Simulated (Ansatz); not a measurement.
## Ti (bcc): bulk modulus from a few volumes

How stiff is bcc Ti under hydrostatic load? Each row scales the relaxed cell evenly and relaxes the atoms. The symmetry of the cell is held, so distortions that would lower it, which this phase may prefer, aren't tested. The phase is followed to these pressures whether or not it stays the stable one.

Calculated with Ansatz 0.2.0, PBEsol, PAW files of the set soft_1, cutoff 600 eV, Fermi–Dirac smearing 0.05 eV, k-mesh 19×19×19, no spin polarisation, no spin-orbit coupling.

Reference cell, relaxed at zero pressure with PBEsol (Im-3m): a = 2.7795 Å, b = 2.7795 Å, c = 2.7795 Å, α = 109.47°, β = 109.47°, γ = 109.47°.

```csv
atom,x,y,z
Ti,0.0000,0.0000,0.0000
```

| V (Å³/atom) | V/V0 | P (GPa) | E − E0 (meV/atom) |
| --- | --- | --- | --- |
| 15.8688 | 0.9600 | 4.937 | 9.9 |
| 16.1994 | 0.9800 | 2.361 | 2.4 |
| 16.8606 | 1.0200 | −2.161 | 2.3 |
| 17.1912 | 1.0400 | −4.143 | 8.8 |
| 17.5218 | 1.0600 | −5.960 | 19.2 |

V0 = 16.5300 Å³ an atom, where the residual pressure P0 is +0.001 GPa. **Question.** Fit the Birch–Murnaghan law and give the pressure and the energy at V = 15.5382 Å³ an atom, a row left out above.

With the Eulerian strain f = ½[(V0/V)^(2/3) − 1] and F = (P − P0)/[3f(1 + 2f)^(5/2)], the third-order law is the line F = B0 + (3/2) B0 (B′ − 4) f.

```
       f  F (GPa)
 0.01379   111.43
 0.00678   112.19
−0.00656   113.59
−0.01290   114.28
−0.01905   114.94
```

A straight line through the 5 rows: the means are −0.003588 for f and 113.29 for F, Σ(Δx)² = 0.0007441 and ΣΔxΔy = −0.07935, so the slope is −0.07935/0.0007441 = −106.64 and the intercept 113.29 − (−106.64)(−0.003588) = 112.9.

Hence B0 = 112.9 GPa and B′ = 4 + (−106.6)/(1.5 × 112.9) = 3.37. For the withheld volume f = 0.02106, F = 110.66 GPa and P = 7.75 GPa, an extrapolation past the fitted rows. The run itself gives 7.75 GPa, so the estimate misses by 0.00 GPa, a rounding's worth.

Integrating the same law gives E − E0 = (9/2) B0 V0 f²[1 + (B′ − 4) f] + P0(V0 − V), with 1 GPa Å³ = 6.2415 meV: 22.9 meV an atom. The run itself gives 22.9 meV, so the estimate misses by 0.0 meV, a rounding's worth.

[Logs are printed without paths, hosts, clocks, repeated set-up lines and the standing remarks that a program may print on its own settings, such as how far it seeks lower states.]
